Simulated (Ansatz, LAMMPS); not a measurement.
## Molecular dynamics of a frame of liquid Al from 1200 K, run at 300 K (183 atoms)

How do the atoms of a frame of liquid Al from 1200 K, run at 300 K (183 atoms) move, and what local order do they keep?

Calculated with Ansatz 0.2.0; Kohn-Sham DFT, PBE, PAW (set soft_2), plane waves.

**1. Set-up**

The cell holds 183 atoms: 183 Al. Its edges and angles: a = 15.200 Å, b = 15.200 Å, c = 15.200 Å, α = 90.0°, β = 90.0°, γ = 90.0°. 183 atoms (183 Al) placed at random at 2.39 g/cm³, melted at 1400 K for 10 ps at fixed volume with the Finnis-Sinclair Al potential (Mendelev, file Al_mm.eam.fs of the LAMMPS distribution). Snapshot at the end of a hold of 10 ps at 1200 K and zero pressure.

Limits known from the start: The network of bonds at the start is that of the classical potential that made the cell. The cell was made at 1200 K but the dynamics is set to 300 K: the trajectory isn't one at 1200 K. The electron count is odd and the run has no spin polarisation, so levels at the top are partly filled by construction. Only the Γ point is sampled, in a cell whose shortest periodic width is 15 Å.

**2. Dynamics started at 300 K**

A Nosé–Hoover thermostat steers the temperature while disturbing the dynamics little. The time step is 2.0 fs.

File input.yaml:

```yaml
crystal:
  lattice:
    - [15.20039, 0.0, 0.0]
    - [0.0, 15.20039, 0.0]
    - [0.0, 0.0, 15.20039]
  atoms:
    - { symbol: Al, position: [0.40244, 0.2102, 0.02986] }
    - { symbol: Al, position: [0.06518, 0.27685, 0.21044] }
    - { symbol: Al, position: [0.74161, 0.94499, 0.48123] }
    - { symbol: Al, position: [0.73698, 0.82918, 0.06987] }
    [... 173 atom lines left out ...]
    - { symbol: Al, position: [0.86404, 0.30953, 0.5086] }
    - { symbol: Al, position: [0.90039, 0.5567, 0.02871] }
    - { symbol: Al, position: [0.47872, 0.4329, 0.88122] }
    - { symbol: Al, position: [0.00891, 0.03846, 0.70988] }
    - { symbol: Al, position: [0.676, 0.79549, 0.39566] }
    - { symbol: Al, position: [0.76599, 0.0826, 0.66048] }
kpoints:
  mp_grid: { grid: [1, 1, 1] }
hamiltonian:
  xc: pbe
scf:
  occupations: { method: fermi_dirac, width: 0.1 }
output:
  forces: true
  stress: true
md:
  timestep: 2.0
  n_steps: 43
  ensemble: nvt_nose_hoover
  temperature: 300
  initial_velocities: maxwell_boltzmann
  seed: 3860
```

Launch:

```
$ ansatz run input.yaml --threads 4 --pin off --max-ram 8192MiB --backend cpu --events-out ev --progress --plain --runs-dir out
```

Run time: 22 min. Hardware: 4 threads of Arm Neoverse V1, shared host; peak memory 4.6 GiB.

The program notes that the SCF threshold is loose for the stress and it switched symmetry off.

Rows from the run:

```csv
time (fs),T (K),potential (meV/atom),conserved (meV/atom)
0.0,300,0.0,0.00
6.0,387,-11.2,-0.06
12.0,590,-37.6,-0.17
18.0,784,-63.5,-0.24
22.0,866,-75.3,-0.24
28.0,900,-83.0,-0.22
34.0,858,-81.8,-0.18
40.0,789,-77.1,-0.16
46.0,736,-73.4,-0.14
52.0,713,-73.3,-0.15
58.0,717,-76.4,-0.16
64.0,734,-81.5,-0.17
68.0,746,-85.3,-0.17
74.0,761,-90.8,-0.18
80.0,767,-95.4,-0.19
86.0,759,-98.4,-0.20
```

Mean square displacement from the first frame to the last: Al 0.25 Å².

Mean square displacement, Al against time lag:

```csv
time lag (fs),"mean square displacement, Al (Å²)"
2.0,2.7e-4
4.0,0.00107
6.0,0.00241
8.0,0.00430
10.0,0.00673
12.0,0.00968
14.0,0.0132
16.0,0.0171
18.0,0.0216
20.0,0.0265
22.0,0.0318
24.0,0.0376
26.0,0.0437
28.0,0.0501
30.0,0.0568
32.0,0.0637
34.0,0.0709
36.0,0.0782
38.0,0.0857
40.0,0.0933
42.0,0.101
44.0,0.109
```

Over the second half of 86 fs the temperature averages 741 K, rising from about 728 to 765 K (means over the first and last quarter of that half). The conserved energy stays within 0.24 meV/atom. The atoms reach a mean square displacement of 0.25 Å² at the end; the farthest move is 1.10 Å. The mean temperature of 741 K lies well off the 300 K of the input, so the thermostat hasn't yet brought the run to equilibrium. The count of bonds goes from 1010 in the first frame to 1014 in the last, by one set of cutoffs: 79 pairs passed out of them and 83 came within. The run spans 0.09 ps, too short for its means to be equilibrium values.

**3. Local order late in the run**

The g(r) is a mean over the second half; what follows it is taken at the last frame.

Density 2.33 g/cm³, 19.19 Å³ an atom.

Mean of 23 frames. Pair distribution function in bins of 0.1 Å:

```csv
r (Å),total
2.25,0.00
2.35,0.05
2.45,0.47
2.55,1.21
2.65,2.18
2.75,2.96
2.85,2.90
2.95,2.40
3.05,1.90
3.15,1.54
3.25,1.18
3.35,1.03
3.45,0.78
3.55,0.62
3.65,0.60
3.75,0.69
3.85,0.59
3.95,0.55
4.05,0.51
4.15,0.54
4.25,0.57
4.35,0.71
4.45,0.88
4.55,1.01
4.65,1.04
4.75,1.03
4.85,1.13
4.95,1.30
5.05,1.16
5.15,1.17
5.25,1.24
5.35,1.26
5.45,1.26
5.55,1.17
5.65,1.15
5.75,1.06
5.85,0.98
5.95,0.97
6.05,0.90
6.15,0.88
6.25,0.84
6.35,0.84
6.45,0.82
6.55,0.86
```

Bonds by pair of elements; cutoffs follow the first minimum of g(r), held within bounds set by covalent radii, and pairs that aren't listed don't count as bonded:

```csv
pair A-B,cutoff (Å),bonds,mean length (Å),spread (Å),shortest (Å),B about A,A about B
Al-Al,3.62,1014,3.00,0.281,2.36,11.1,11.1
```

How many atoms have how many bonded neighbours:

```csv
element,mean,8,9,10,11,12,13,14
Al,11.1,2,11,41,66,43,19,1
```

Bond length by coordination (bonds to H left out):

```csv
element,coordination,atoms,mean bond length (Å)
Al,8,2,2.83
Al,9,11,2.90
Al,10,41,2.94
Al,11,66,2.98
Al,12,43,3.05
Al,13,19,3.06
Al,14,1,3.13
```

The first maximum of g(r) stands at about 2.8 Å. With the cutoffs above, 36 % of Al atoms have 11 bonded neighbours. Bonds at Al atoms with 9 neighbours average 2.90 Å, against 3.06 Å at those with 13.

**4. Single point at the last frame**

The last frame is solved once more, with the analyses that the dynamics left out.

File input.yaml:

```yaml
crystal:
  lattice:
    - [15.20039, 0.0, 0.0]
    - [0.0, 15.20039, 0.0]
    - [0.0, 0.0, 15.20039]
  atoms:
    - { symbol: Al, position: [0.38411, 0.22106, 0.01342] }
    - { symbol: Al, position: [0.07167, 0.29114, 0.18568] }
    - { symbol: Al, position: [0.7611, 0.94383, 0.50482] }
    - { symbol: Al, position: [0.75323, 0.82556, 0.08544] }
    [... 173 atom lines left out ...]
    - { symbol: Al, position: [0.87823, 0.30444, 0.48193] }
    - { symbol: Al, position: [0.90376, 0.54122, 0.03195] }
    - { symbol: Al, position: [0.50046, 0.46411, 0.89484] }
    - { symbol: Al, position: [0.03575, 0.02646, 0.70314] }
    - { symbol: Al, position: [0.71012, 0.81189, 0.38922] }
    - { symbol: Al, position: [0.77192, 0.08615, 0.62819] }
kpoints:
  mp_grid: { grid: [1, 1, 1] }
hamiltonian:
  xc: pbe
scf:
  occupations: { method: fermi_dirac, width: 0.1 }
output:
  forces: true
  stress: true
  populations: true
  dos:
    method: { smearing: { sigma: 0.1 } }
    de: 0.1
    projected: { site_lists: { Al: [Al] } }
  eigenvalues: true
  write_density: true
  write_potential: true
  volumetric_format: npy
  elf: true
```

Run time: 84 s. Hardware: 4 threads; peak memory 4.3 GiB; 5.5 min of CPU time.

The run gave:

| Property | Result |
| --- | --- |
| free energy | -98322.2663 eV |
| free energy per atom | -537.2801 eV/atom |
| SCF cycles | 7 |
| pressure | -1.702 GPa |
| r.m.s. force component | 0.4782 eV/Å |
| longest force | 2.282 eV/Å |
| Fermi energy | 6.544 eV |
| levels partly filled by over 2 per cent | 37 |
| spilling of the projection | 0.01241 |

Neighbours are counted within 3.62 Å (Al-Al), the cutoffs taken from the dynamics.

Length of the force by element and coordination:

```csv
element,coordination,atoms,mean length of the force (eV/Å),spread,least,most
Al,all,183,0.721,0.408,0.0435,2.28
Al,8,2,0.856,0.310,0.546,1.17
Al,9,11,0.812,0.491,0.168,1.87
Al,10,41,0.888,0.480,0.0533,2.28
Al,11,66,0.721,0.36,0.111,1.69
Al,12,43,0.597,0.356,0.0874,1.93
Al,13,19,0.572,0.308,0.0435,1.42
Al,14,1,0.753,0,0.753,0.753
```

The mean of these charges, 0.037 e, is only the charge that the projection spills.

Löwdin charges by element and coordination (they lack the spilled electrons, 0.037 e an atom on average):

```csv
element,coordination,atoms,mean charge (e),spread,least,most
Al,all,183,0.0372,0.0435,-0.0851,0.138
Al,8,2,-0.0501,0.035,-0.0851,-0.0151
Al,9,11,0.0076,0.053,-0.0837,0.0867
Al,10,41,0.015,0.0404,-0.065,0.0989
Al,11,66,0.0348,0.0366,-0.0521,0.117
Al,12,43,0.0575,0.0348,-0.0164,0.138
Al,13,19,0.0736,0.0306,-0.0012,0.121
Al,14,1,0.0471,0,0.0471,0.0471
```

Density of states as counts of states in windows of 1 eV (from the Fermi level), total and the larger projections:

```csv
from (eV),to (eV),total,Al p,Al s
-11,-10,2.9,0.4,2.5
-10,-9,31.6,15.2,16.3
-9,-8,23.0,13.2,9.7
-8,-7,51.9,32.0,19.7
-7,-6,52.6,33.4,19.0
-6,-5,34.3,21.5,12.6
-5,-4,79.9,52.4,26.9
-4,-3,66.5,47.8,18.1
-3,-2,66.7,48.9,16.8
-2,-1,90.8,62.9,25.7
-1,0,49.5,36.3,11.4
0,1,110.3,75.2,29.1
1,2,92.2,62.1,22.6
2,3,106.4,70.4,24.3
```

The levels nearest the highest filled one (over half full), pooled over k-points and spins:

```csv
level less the highest filled one (eV),occupation
-0.0942,1.45
-0.0796,1.39
-0.0532,1.27
-0.0442,1.23
-0.0198,1.11
0,1.01
0.0247,0.885
0.049,0.767
0.073,0.657
0.0816,0.62
0.108,0.514
0.128,0.44
```

Löwdin charges run from -0.09 to +0.14 e, about a mean that is the spilled charge alone. Among metals such projection charges depend strongly on the orbitals used and are no measure of ionicity. Within 0.4 eV of the Fermi level the largest share is Al p (74 % of the projected weight).

**5. Outcome**

| Property | Result |
| --- | --- |
| mean temperature, second half | 741.3 K |
| temperature swing, second half | 20.04 K |
| mean pressure, second half | -0.718 GPa |
| slope of the conserved energy against time, by least squares | -0.7106 meV/atom/ps |
| free energy per atom | -537.2801 eV/atom |
| pressure | -1.702 GPa |
| r.m.s. force component | 0.4782 eV/Å |
| wall time of the 2 DFT runs | 23 min |

**Reading.** Over the second half of 86 fs the temperature averages 741 K, rising from about 728 to 765 K (means over the first and last quarter of that half). The conserved energy stays within 0.24 meV/atom. The mean temperature of 741 K lies well off the 300 K of the input, so the thermostat hasn't yet brought the run to equilibrium. The count of bonds goes from 1010 in the first frame to 1014 in the last, by one set of cutoffs: 79 pairs passed out of them and 83 came within. The run spans 0.09 ps, too short for its means to be equilibrium values. With the cutoffs above, 36 % of Al atoms have 11 bonded neighbours. 37 levels are partly filled, by over 2 % (at Γ alone), as in a metal.

Caveats: The starting topology of bonds comes from the classical model; in DFT 79 of its 1010 bonded pairs passed out of the cutoffs and 83 came within them. The pressure of -1.7 GPa is that of one thermal frame at a volume set beforehand, without the kinetic term.

[Logs are printed without paths, hosts, clocks, repeated set-up lines and the standing remarks that a program may print on its own settings, such as how far it seeks lower states.]

[Hosts, paths, dates, database ids (printed as entryN), source tags and the programs' standing remarks are cut or masked in the printed files.]
